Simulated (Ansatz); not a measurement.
# Squeezing and shearing glassy Na2MgSi3O8 (126 atoms)

Aim: relax glassy Na2MgSi3O8 (126 atoms), then change its volume and shape to read moduli from the stress.

Calculated with Ansatz 0.2.0; Kohn-Sham DFT, PBE, PAW (set soft_2), plane waves.

## Step 1: The starting structure

The cell holds 126 atoms: 9 Mg, 18 Na, 72 O and 27 Si. Its edges and angles: a = 11.759 Å, b = 11.759 Å, c = 11.759 Å, α = 90.0°, β = 90.0°, γ = 90.0°. 126 atoms (9 Mg, 18 Na, 72 O, 27 Si) placed at random at 2.58 g/cm³, melted at 4500 K for 20 ps at fixed volume with the Morse and Coulomb pair potential with partial charges (Pedone, Malavasi, Menziani, Cormack and Segre, J. Phys. Chem. B 110, 11780 (2006)). Quenched from 4500 K to 300 K at 20 K/ps and fixed volume, held 20 ps at zero pressure.

Limits known from the start: The quench rate of 20 K/ps is many orders above laboratory rates, so the cell is likely richer in defects and strain than a real sample. The starting topology of bonds comes from the classical model, and needn't be the one that DFT or experiment would give. Only the Γ point is sampled.

## Step 2: Single point at the start

The forces at the start show how far the geometry lies from a minimum of this functional.

Contents of input.yaml:

```yaml
crystal:
  lattice:
    - [11.75908, 0.0, 0.0]
    - [0.0, 11.75908, 0.0]
    - [0.0, 0.0, 11.75908]
  atoms:
    - { symbol: Mg, position: [0.93189, 0.19011, 0.18421] }
    - { symbol: Mg, position: [0.1021, 0.32115, 0.90661] }
    - { symbol: Mg, position: [0.81872, 0.11039, 0.01061] }
    - { symbol: Mg, position: [0.05904, 0.44561, 0.43144] }
    - { symbol: Mg, position: [0.75646, 0.58168, 0.92991] }
    - { symbol: Mg, position: [0.12293, 0.00276, 0.06611] }
    - { symbol: Mg, position: [0.44226, 0.0498, 0.1142] }
    - { symbol: Mg, position: [0.65469, 0.66573, 0.64072] }
    - { symbol: Mg, position: [0.99323, 0.94803, 0.59962] }
    - { symbol: Na, position: [0.83482, 0.5534, 0.51472] }
    - { symbol: Na, position: [0.91117, 0.98654, 0.29381] }
    - { symbol: Na, position: [0.88417, 0.51726, 0.30729] }
    - { symbol: Na, position: [0.95964, 0.87234, 0.94349] }
    - { symbol: Na, position: [0.2212, 0.53474, 0.93519] }
    - { symbol: Na, position: [0.60906, 0.13806, 0.46467] }
    - { symbol: Na, position: [0.94185, 0.471, 0.68336] }
    - { symbol: Na, position: [0.76789, 0.88183, 0.45219] }
    - { symbol: Na, position: [0.98881, 0.06185, 0.83483] }
    - { symbol: Na, position: [0.30936, 0.11894, 0.90701] }
    - { symbol: Na, position: [0.57382, 0.38022, 0.65452] }
    - { symbol: Na, position: [0.07445, 0.17619, 0.45268] }
    - { symbol: Na, position: [0.35949, 0.40435, 0.46949] }
    - { symbol: Na, position: [0.23541, 0.57587, 0.35806] }
    - { symbol: Na, position: [0.39958, 0.18038, 0.40464] }
    - { symbol: Na, position: [0.23806, 0.96186, 0.34344] }
    - { symbol: Na, position: [0.96727, 0.54563, 0.91135] }
    - { symbol: Na, position: [0.74771, 0.37265, 0.10608] }
    - { symbol: O, position: [0.31502, 0.35374, 0.69587] }
    - { symbol: O, position: [0.09551, 0.43949, 0.03751] }
    - { symbol: O, position: [0.44558, 0.90201, 0.17248] }
    - { symbol: O, position: [0.67208, 0.72012, 0.48422] }
    - { symbol: O, position: [0.93239, 0.3767, 0.17124] }
    [... 88 atom lines left out ...]
    - { symbol: Si, position: [0.66227, 0.67622, 0.35773] }
    - { symbol: Si, position: [0.60382, 0.4095, 0.36852] }
    - { symbol: Si, position: [0.40975, 0.63391, 0.58249] }
    - { symbol: Si, position: [0.69672, 0.89715, 0.02746] }
    - { symbol: Si, position: [0.66667, 0.08339, 0.21654] }
    - { symbol: Si, position: [0.06185, 0.39421, 0.15856] }
kpoints:
  mp_grid: { grid: [1, 1, 1] }
hamiltonian:
  xc: pbe
scf:
  occupations: { method: fixed }
output:
  forces: true
```

On the command line:

```console
$ ansatz run input.yaml --threads 4 --pin off --max-ram 8192MiB --backend cpu --events-out ev --progress --plain --runs-dir out
```

Numbers of over 12 decimals in the logs are rounded to 6 here.

Log:

```text
[...]
Pseudopotentials: kind: paw
Pseudopotential: Mg, paw, valence charge 10, recommended cutoff 420 eV (normal), Mg.paw.azcp
Pseudopotential: Na, paw, valence charge 9, recommended cutoff 420 eV (normal), Na.paw.azcp
Pseudopotential: O, paw, valence charge 6, recommended cutoff 420 eV (normal), O.paw.azcp
Pseudopotential: Si, paw, valence charge 4, recommended cutoff 420 eV (normal), Si.paw.azcp
[...]
Crystal: 126 atoms, lattice volume = 1625.998 Å³
Basis set: ecut = 420 eV, 31799 PW (Γ), exchange–correlation on 160×160×160 points (8 copies of the dense FFT grid, shifted against one another)
Bands: 522, of which v1, the nominal top of the filled ones, is band 396 counted from 1 (395 counted from 0)
Symmetry: 1 space group operations
Space group: P1 (ITA 1), of the structure as read, at distance tolerance 1.2e-4 Å
k-points: 1
[...]
Initial density: superposition of atomic densities (neutral atoms: chi_scale 0, normalization atom), corrected by the library's trained network
Initial wavefunctions: pseudopotential atomic-orbital guess
[...]
SCF iter   1: F=—  HF=-102217.019008 eV  |F-HF|=—  |Δ(HF+E_count)|=         —  Δρ=2.17e-3  dr2=1.42e-1  ethr=1.77e-3  ⟨swp⟩=4.0  Hψ=1655  notcnv=0  defer=123
preconditioner: auto → Resta (q_TF=auto, 2.420 Å⁻¹)  ε∞=2.8  [insulator: Δε(μ)=2.447 eV  Ē_g=18.045 eV  n_scr=388 (ndim 8)  ℏωp=24.1 eV  f_vac=0.121  ε∞_Penn≈2.8]
SCF iter   2: F=—  HF=-102216.987116 eV  |F-HF|=—  |Δ(HF+E_count)|=   3.19e-2  Δρ=1.20e-3  dr2=3.70e-2  ethr=1.79e-5  ⟨swp⟩=2.0  Hψ=901  notcnv=0  defer=124
SCF iter   3: F=—  HF=-102216.987226 eV  |F-HF|=—  |Δ(HF+E_count)|=   1.09e-4  Δρ=6.22e-4  dr2=1.00e-2  ethr=4.67e-6  ⟨swp⟩=3.0  Hψ=644  notcnv=0  defer=122
automatic band count: iteration 3 solves 520 bands in place of 522: the levels show a gap, and the empty bands left out lie too high to hold charge; the band table lists the bands solved (type scf.n_extra_bands for more)
SCF iter   4: F=—  HF=-102216.986877 eV  |F-HF|=—  |Δ(HF+E_count)|=   3.49e-4  Δρ=2.05e-4  dr2=8.53e-4  ethr=1.27e-6  ⟨swp⟩=2.0  Hψ=650  notcnv=0  defer=122
SCF iter   5: F=—  HF=-102216.987213 eV  |F-HF|=—  |Δ(HF+E_count)|=   3.37e-4  Δρ=1.38e-4  dr2=2.54e-4  ethr=1.08e-7  ⟨swp⟩=2.0  Hψ=798  notcnv=0  defer=122
[...]
SCF iter   9: F=—  HF=-102216.986454 eV  |F-HF|=—  |Δ(HF+E_count)|=   3.73e-7  Δρ=3.41e-6  dr2=1.84e-7  ethr=1.73e-10  ⟨swp⟩=2.0  Hψ=652  notcnv=0  defer=121
SCF iter  10: F=-102216.986454 eV  HF=-102216.986454 eV  |F-HF|=5.27e-9  |Δ(HF+E_count)|=   9.77e-8  Δρ=1.51e-6  dr2=3.76e-8  ethr=1.26e-11  ⟨swp⟩=4.0  Hψ=1653  notcnv=0
SCF 1 converged in 10 iterations: F = -102216.986454 eV  dr2 = 3.76e-8
[...]
SCF converged after 10 iterations
Free energy (F): -102216.986454 eV
Harris-Foulkes:  -102216.986454 eV  (|F-HF|=5.27e-9)
Internal energy: -102216.986454 eV  (E = F + TS)
E sigma→0 (E₀):  -102216.986454 eV
Fermi energy:    4.847762 eV
--- Per-component energies (eV) ---
[...]
Σ components = -102216.986454   (vs F -102216.986454, Δ=0.00e0)
--- Forces (eV/Å), atoms counted from 1 ---
  atom   1  Mg     0.08928539     1.47921255     0.31030167
  atom   2  Mg     0.55208633     0.06817600    -0.30367971
  atom   3  Mg    -0.77961971    -0.97085452     0.28389629
  atom   4  Mg    -0.21728583     0.20358248    -0.26460893
[...]
atom 126  Si     2.08436022     0.64391383     2.01729973
  max |Σ_I F_I| component: 2.82e-5 eV/Å
```

Wall time 23 s (4 threads of Arm Neoverse V1, shared host); peak memory 2.2 GiB.

The column dr2 measures how far the density is from self-consistency, as an energy; F and HF (Harris–Foulkes) agree once it is small.

The r.m.s. force at the start is 1.4 eV/Å.

## Step 3: Cell and atoms relaxed

Cell and atoms are freed together, to release stress as well as forces.

Contents of input.yaml:

```yaml
crystal:
  lattice:
    - [11.75908, 0.0, 0.0]
    - [0.0, 11.75908, 0.0]
    - [0.0, 0.0, 11.75908]
  atoms:
    [... the 126 atom lines of step 2 ...]
kpoints:
  mp_grid: { grid: [1, 1, 1] }
hamiltonian:
  xc: pbe
scf:
  occupations: { method: fixed }
output:
  forces: true
relax:
  f_tol: 0.05
  max_steps: 150
  cell: {}
```

Log:

```text
[...]
Crystal: 126 atoms, lattice volume = 1625.998 Å³
Basis set: ecut = 420 eV, 31799 PW (Γ), exchange–correlation on 160×160×160 points (8 copies of the dense FFT grid, shifted against one another)
Bands: 522, of which v1, the nominal top of the filled ones, is band 396 counted from 1 (395 counted from 0)
Symmetry: 1 space group operations
[...]
k-points: 1
[...]
SCF iter   1: F=—  HF=-102217.019011 eV  |F-HF|=—  |Δ(HF+E_count)|=         —  Δρ=2.17e-3  dr2=1.42e-1  ethr=1.77e-3  ⟨swp⟩=4.0  Hψ=1655  notcnv=0  defer=123
[...]
SCF iter  10: F=-102216.986454 eV  HF=-102216.986454 eV  |F-HF|=5.22e-9  |Δ(HF+E_count)|=   9.76e-8  Δρ=1.51e-6  dr2=3.76e-8  ethr=1.26e-11  ⟨swp⟩=4.0  Hψ=1653  notcnv=0
SCF 1 converged in 10 iterations: F = -102216.986454 eV  dr2 = 3.76e-8
[...]
relax step   1: F+E_penalty+E_count = -102216.98645423 eV  Δ(F+E_penalty+E_count) = +0.000e0 eV  max|allowed force component| = 8.595e0 eV/Å  Δτ_max = 0.0000 Å  P = +5.709 GPa  Ω = 1625.998 Å³  (10 SCF iters, dr2 threshold 1.00e-7 eV, accepted)
[... from here on, the SCF cycles and remarks between the steps are left out ...]
relax step   2: F+E_penalty+E_count = -102224.00202314 eV  Δ(F+E_penalty+E_count) = -7.016e0 eV  max|allowed force component| = 5.135e0 eV/Å  Δτ_max = 0.2000 Å  P = +2.936 GPa  Ω = 1633.354 Å³  energy of the carried Pulay correction = -2.324e-2 eV  (8 SCF iters, dr2 threshold 1.26e-5 eV, accepted)
relax step   3: F+E_penalty+E_count = -102227.65717419 eV  Δ(F+E_penalty+E_count) = -3.655e0 eV  max|allowed force component| = 8.620e-1 eV/Å  Δτ_max = 0.1976 Å  P = +0.019 GPa  Ω = 1646.254 Å³  energy of the carried Pulay correction = -6.374e-2 eV  (8 SCF iters, dr2 threshold 1.26e-5 eV, accepted)
relax step   4: F+E_penalty+E_count = -102228.60782749 eV  Δ(F+E_penalty+E_count) = -9.507e-1 eV  max|allowed force component| = 6.280e-1 eV/Å  Δτ_max = 0.2000 Å  P = -0.049 GPa  Ω = 1645.963 Å³  energy of the carried Pulay correction = -6.282e-2 eV  (7 SCF iters, dr2 threshold 1.26e-5 eV, accepted)
relax step   5: F+E_penalty+E_count = -102228.99118173 eV  Δ(F+E_penalty+E_count) = -3.834e-1 eV  max|allowed force component| = 4.305e-1 eV/Å  Δτ_max = 0.1960 Å  P = -0.176 GPa  Ω = 1647.240 Å³  energy of the carried Pulay correction = -6.682e-2 eV  (7 SCF iters, dr2 threshold 1.26e-5 eV, accepted)
relax step   6: F+E_penalty+E_count = -102229.13458305 eV  Δ(F+E_penalty+E_count) = -1.434e-1 eV  max|allowed force component| = 2.863e-1 eV/Å  Δτ_max = 0.1954 Å  P = -0.084 GPa  Ω = 1648.133 Å³  energy of the carried Pulay correction = -6.961e-2 eV  (7 SCF iters, dr2 threshold 1.16e-5 eV, accepted)
relax step   7: F+E_penalty+E_count = -102229.26786497 eV  Δ(F+E_penalty+E_count) = -1.333e-1 eV  max|allowed force component| = 1.984e-1 eV/Å  Δτ_max = 0.1952 Å  P = +0.030 GPa  Ω = 1649.040 Å³  energy of the carried Pulay correction = -7.244e-2 eV  (7 SCF iters, dr2 threshold 5.12e-6 eV, accepted)
relax step   8: F+E_penalty+E_count = -102229.40145468 eV  Δ(F+E_penalty+E_count) = -1.336e-1 eV  max|allowed force component| = 1.301e-1 eV/Å  Δτ_max = 0.2000 Å  P = +0.034 GPa  Ω = 1650.745 Å³  energy of the carried Pulay correction = -7.776e-2 eV  (8 SCF iters, dr2 threshold 2.46e-6 eV, accepted)
relax step   9: F+E_penalty+E_count = -102229.43919034 eV  Δ(F+E_penalty+E_count) = -3.774e-2 eV  max|allowed force component| = 1.727e-1 eV/Å  Δτ_max = 0.2000 Å  P = +0.028 GPa  Ω = 1653.460 Å³  energy of the carried Pulay correction = -8.622e-2 eV  (8 SCF iters, dr2 threshold 1.06e-6 eV, accepted)
relax step  10: F+E_penalty+E_count = -102229.42343055 eV  Δ(F+E_penalty+E_count) = +1.576e-2 eV  max|allowed force component| = 1.003e0 eV/Å  Δτ_max = 0.1801 Å  P = +0.173 GPa  Ω = 1653.552 Å³  energy of the carried Pulay correction = -8.651e-2 eV  (8 SCF iters, dr2 threshold 1.86e-6 eV, rejected (line search))
relax step  11: F+E_penalty+E_count = -102229.48495652 eV  Δ(F+E_penalty+E_count) = -4.577e-2 eV  max|allowed force component| = 1.697e-1 eV/Å  Δτ_max = 0.0865 Å  P = -0.025 GPa  Ω = 1655.984 Å³  energy of the carried Pulay correction = -9.407e-2 eV  (11 SCF iters, accepted)
relax step  12: F+E_penalty+E_count = -102229.50384787 eV  Δ(F+E_penalty+E_count) = -1.889e-2 eV  max|allowed force component| = 5.636e-2 eV/Å  Δτ_max = 0.0901 Å  P = +0.004 GPa  Ω = 1657.158 Å³  energy of the carried Pulay correction = -9.772e-2 eV  (7 SCF iters, dr2 threshold 1.80e-6 eV, accepted)
relax step  13: F+E_penalty+E_count = -102229.50607026 eV  Δ(F+E_penalty+E_count) = -2.222e-3 eV  max|allowed force component| = 2.142e-2 eV/Å  Δτ_max = 0.0333 Å  P = +0.000 GPa  Ω = 1657.620 Å³  energy of the carried Pulay correction = -9.915e-2 eV  (7 SCF iters, dr2 threshold 1.99e-7 eV, accepted)
relax step  14: F+E_penalty+E_count = -102229.65697518 eV  Δ(F+E_penalty+E_count) = -1.509e-1 eV  max|allowed force component| = 2.295e-2 eV/Å  Δτ_max = 0.0000 Å  P = +0.159 GPa  Ω = 1657.620 Å³  stress off target by 3.61e-1 GPa  SCF on the basis re-selected at this cell (its energy is not comparable with the rows above)  (8 SCF iters)
relax step  15: F+E_penalty+E_count = -102229.65223080 eV  Δ(F+E_penalty+E_count) = +4.744e-3 eV  max|allowed force component| = 3.754e-2 eV/Å  Δτ_max = 0.0647 Å  P = +0.015 GPa  Ω = 1661.910 Å³  energy of the carried Pulay correction = -1.396e-2 eV  (7 SCF iters, dr2 threshold 3.25e-7 eV, accepted)
relax step  16: F+E_penalty+E_count = -102229.64826352 eV  Δ(F+E_penalty+E_count) = +3.967e-3 eV  max|allowed force component| = 4.016e-2 eV/Å  Δτ_max = 0.0664 Å  P = -0.034 GPa  Ω = 1663.902 Å³  energy of the carried Pulay correction = -2.043e-2 eV  (10 SCF iters, accepted)
relax step  17: F+E_penalty+E_count = -102229.64534578 eV  Δ(F+E_penalty+E_count) = +2.918e-3 eV  max|allowed force component| = 4.326e-2 eV/Å  Δτ_max = 0.0783 Å  P = -0.052 GPa  Ω = 1665.348 Å³  energy of the carried Pulay correction = -2.514e-2 eV  (9 SCF iters, dr2 threshold 9.61e-9 eV, accepted)
relax step  18: F+E_penalty+E_count = -102229.64303791 eV  Δ(F+E_penalty+E_count) = +2.308e-3 eV  max|allowed force component| = 4.754e-2 eV/Å  Δτ_max = 0.1121 Å  P = -0.034 GPa  Ω = 1666.438 Å³  energy of the carried Pulay correction = -2.871e-2 eV  (9 SCF iters, dr2 threshold 1.84e-8 eV, accepted)
relax step  19: F+E_penalty+E_count = -102229.64938841 eV  Δ(F+E_penalty+E_count) = -6.351e-3 eV  max|allowed force component| = 3.750e-2 eV/Å  Δτ_max = 0.0730 Å  P = +0.001 GPa  Ω = 1665.646 Å³  energy of the carried Pulay correction = -2.602e-2 eV  (9 SCF iters, dr2 threshold 1.05e-8 eV, accepted)
relax step  20: F+E_penalty+E_count = -102229.67831940 eV  Δ(F+E_penalty+E_count) = -2.893e-2 eV  max|allowed force component| = 3.752e-2 eV/Å  Δτ_max = 0.0000 Å  P = +0.010 GPa  Ω = 1665.646 Å³  stress off target by 2.59e-2 GPa  SCF on the basis re-selected at this cell (its energy is not comparable with the rows above)  (6 SCF iters)
[...]
SCF converged after 6 iterations
Free energy (F): -102229.678319 eV
[...]
Internal energy: -102229.678319 eV  (E = F + TS)
E sigma→0 (E₀):  -102229.678319 eV
Fermi energy:    3.889716 eV
[...]
--- Forces (eV/Å), atoms counted from 1 ---
  atom   1  Mg     0.01878573     0.00509495     0.00976251
  atom   2  Mg     0.00722951    -0.00583108    -0.00316683
  atom   3  Mg     0.00221906    -0.00383512    -0.01441835
  atom   4  Mg     0.00105270    -0.00316741     0.00453042
  atom   5  Mg    -0.00041050     0.00219540    -0.00276179
  atom   6  Mg     0.00207146     0.00330942    -0.01181441
  atom   7  Mg    -0.00008302    -0.01391169    -0.00084218
  atom   8  Mg    -0.00437428    -0.00564245     0.00182891
  atom   9  Mg    -0.00835837    -0.00979898     0.01204264
  atom  10  Na     0.00031724     0.00106935     0.00061456
  atom  11  Na    -0.00387810    -0.00365832     0.00197699
  atom  12  Na     0.00080893    -0.00377122     0.00775312
  atom  13  Na     0.00210330     0.00138956     0.00062943
  atom  14  Na    -0.00138716    -0.00097950    -0.00705428
[...]
atom 125  Si    -0.00908483    -0.00739626     0.00163262
  atom 126  Si    -0.00243652     0.00535839     0.00354652
  max |Σ_I F_I| component: 8.67e-5 eV/Å
--- Stress (GPa, compression-positive) ---
        0.004427      -0.005268       0.014797
       -0.005269       0.010729       0.001136
        0.014797       0.001138       0.015185
  P = ⅓ Tr σ = 0.0101 GPa (0.101 kbar)
--- Relaxed structure (18 steps of the walk, 17 accepted, 2 SCFs on fresh bases) ---
  F+E_penalty+E_count = -102229.67831940 eV   max|allowed force component| = 3.752e-2 eV/Å   (the final SCF, on the basis selected at the relaxed cell)
  cell:  # Å, volume = 1665.6459 Å³
    - [11.651599, 0.176009, 0.129576]
    - [0.176009, 11.911951, 0.106216]
    - [0.129576, 0.106216, 12.005945]
  atoms:
    - { symbol: Mg, position: [0.925359, 0.193478, 0.214124] }
    - { symbol: Mg, position: [0.094941, 0.324722, 0.916493] }
    - { symbol: Mg, position: [0.861043, 0.105559, 0.020500] }
    - { symbol: Mg, position: [0.047118, 0.442732, 0.439076] }
[...]
- { symbol: Si, position: [0.057789, 0.391222, 0.155961] }
```

It took 7.7 min on 4 threads; peak memory 2.2 GiB.

The relaxation converged after 18 steps, with a largest force component of 0.038 eV/Å.

## Step 4: Single point at the relaxed geometry

The electronic structure is read at the final geometry, in a run of its own.

Contents of input.yaml:

```yaml
crystal:
  lattice:
    - [11.6516, 0.17601, 0.12958]
    - [0.17601, 11.91195, 0.10622]
    - [0.12958, 0.10622, 12.00594]
  atoms:
    - { symbol: Mg, position: [0.92536, 0.19348, 0.21412] }
    - { symbol: Mg, position: [0.09494, 0.32472, 0.91649] }
    - { symbol: Mg, position: [0.86104, 0.10556, 0.0205] }
    - { symbol: Mg, position: [0.04712, 0.44273, 0.43908] }
    - { symbol: Mg, position: [0.74831, 0.5758, 0.92732] }
    - { symbol: Mg, position: [0.13441, 0.00486, 0.08452] }
    [... 114 atom lines left out ...]
    - { symbol: Si, position: [0.66288, 0.66532, 0.3462] }
    - { symbol: Si, position: [0.6075, 0.39629, 0.36117] }
    - { symbol: Si, position: [0.40073, 0.63327, 0.58945] }
    - { symbol: Si, position: [0.7024, 0.90674, 0.02493] }
    - { symbol: Si, position: [0.68501, 0.07385, 0.22019] }
    - { symbol: Si, position: [0.05779, 0.39122, 0.15596] }
kpoints:
  mp_grid: { grid: [1, 1, 1] }
hamiltonian:
  xc: pbe
scf:
  occupations: { method: fixed }
output:
  forces: true
  stress: true
  populations: true
  dos:
    method: { smearing: { sigma: 0.08 } }
    de: 0.1
    projected: { site_lists: { Mg: [Mg], Na: [Na], O: [O], Si: [Si] } }
  eigenvalues: true
  write_density: true
  write_potential: true
  volumetric_format: npy
  elf: true
```

Log:

```text
[...]
Crystal: 126 atoms, lattice volume = 1665.645 Å³
Basis set: ecut = 420 eV, 32555 PW (Γ), exchange–correlation on 160×160×162 points (8 copies of the dense FFT grid, shifted against one another)
Bands: 522, of which v1, the nominal top of the filled ones, is band 396 counted from 1 (395 counted from 0)
Symmetry: 1 space group operations
[...]
k-points: 1
[...]
SCF iter   1: F=—  HF=-102229.676466 eV  |F-HF|=—  |Δ(HF+E_count)|=         —  Δρ=1.68e-3  dr2=5.76e-2  ethr=1.77e-3  ⟨swp⟩=5.0  Hψ=1780  notcnv=0  defer=123
[...]
SCF iter   9: F=-102229.678316 eV  HF=-102229.678316 eV  |F-HF|=2.29e-8  |Δ(HF+E_count)|=   1.14e-7  Δρ=1.62e-6  dr2=4.42e-8  ethr=1.26e-11  ⟨swp⟩=19.0  Hψ=4807  notcnv=0
SCF 1 converged in 9 iterations: F = -102229.678316 eV  dr2 = 4.42e-8
[...]
SCF converged after 9 iterations
Free energy (F): -102229.678316 eV
[...]
Internal energy: -102229.678316 eV  (E = F + TS)
E sigma→0 (E₀):  -102229.678316 eV
Fermi energy:    3.889627 eV
[...]
--- Forces (eV/Å), atoms counted from 1 ---
  atom   1  Mg     0.01863770     0.00445377     0.01042546
  atom   2  Mg     0.00725063    -0.00581689    -0.00331284
  atom   3  Mg     0.00220819    -0.00428219    -0.01461182
  atom   4  Mg     0.00061768    -0.00300077     0.00429892
  atom   5  Mg    -0.00154422     0.00236144    -0.00329959
  atom   6  Mg     0.00109356     0.00412525    -0.01180840
  atom   7  Mg     0.00018328    -0.01395313    -0.00045582
  atom   8  Mg    -0.00397042    -0.00560007     0.00231749
  atom   9  Mg    -0.00845511    -0.00918490     0.01166733
  atom  10  Na     0.00012690     0.00092175     0.00065344
  atom  11  Na    -0.00407595    -0.00348365     0.00202761
  atom  12  Na     0.00087316    -0.00385729     0.00791455
  atom  13  Na     0.00171188     0.00151429     0.00062247
  atom  14  Na    -0.00141995    -0.00114889    -0.00715507
[...]
atom 125  Si    -0.01141124    -0.00679250     0.00088789
  atom 126  Si    -0.00137128     0.00601644     0.00453977
  max |Σ_I F_I| component: 8.81e-5 eV/Å
--- Stress (GPa, compression-positive) ---
        0.003756      -0.005565       0.014760
       -0.005566       0.010554       0.000869
        0.014760       0.000871       0.015789
  P = ⅓ Tr σ = 0.0100 GPa (0.100 kbar)
--- Band table (eV) ---
[...]
--- Löwdin populations: 126 sites ---
  site symbol       q [e]
     0     Mg      8.3866
     1     Mg      8.3691
     2     Mg      8.3916
[...]
125     Si      2.4245
  spilling = 0.009755 (of n_electrons = 792.000000)
```

The job ended after 45 s (4 threads; peak memory 2.5 GiB; 2.9 min of CPU time).

Read from the output:

| Quantity | Value |
| --- | --- |
| free energy | -102229.6783 eV |
| free energy per atom | -811.3467 eV/atom |
| SCF cycles | 9 |
| pressure | 0.01003 GPa |
| r.m.s. force component | 0.00773 eV/Å |
| longest force | 0.03999 eV/Å |
| Fermi energy | 3.89 eV |
| gap (highest filled to lowest empty level) | 3.307 eV |
| spilling of the projection | 0.009755 |

(Part 1 of 3 ends here.)

[Logs are printed without paths, hosts, clocks, repeated set-up lines and the standing remarks that a program may print on its own settings, such as how far it seeks lower states.]

[Hosts, paths, dates, database ids (printed as entryN), source tags and the programs' standing remarks are cut or masked in the printed files.]
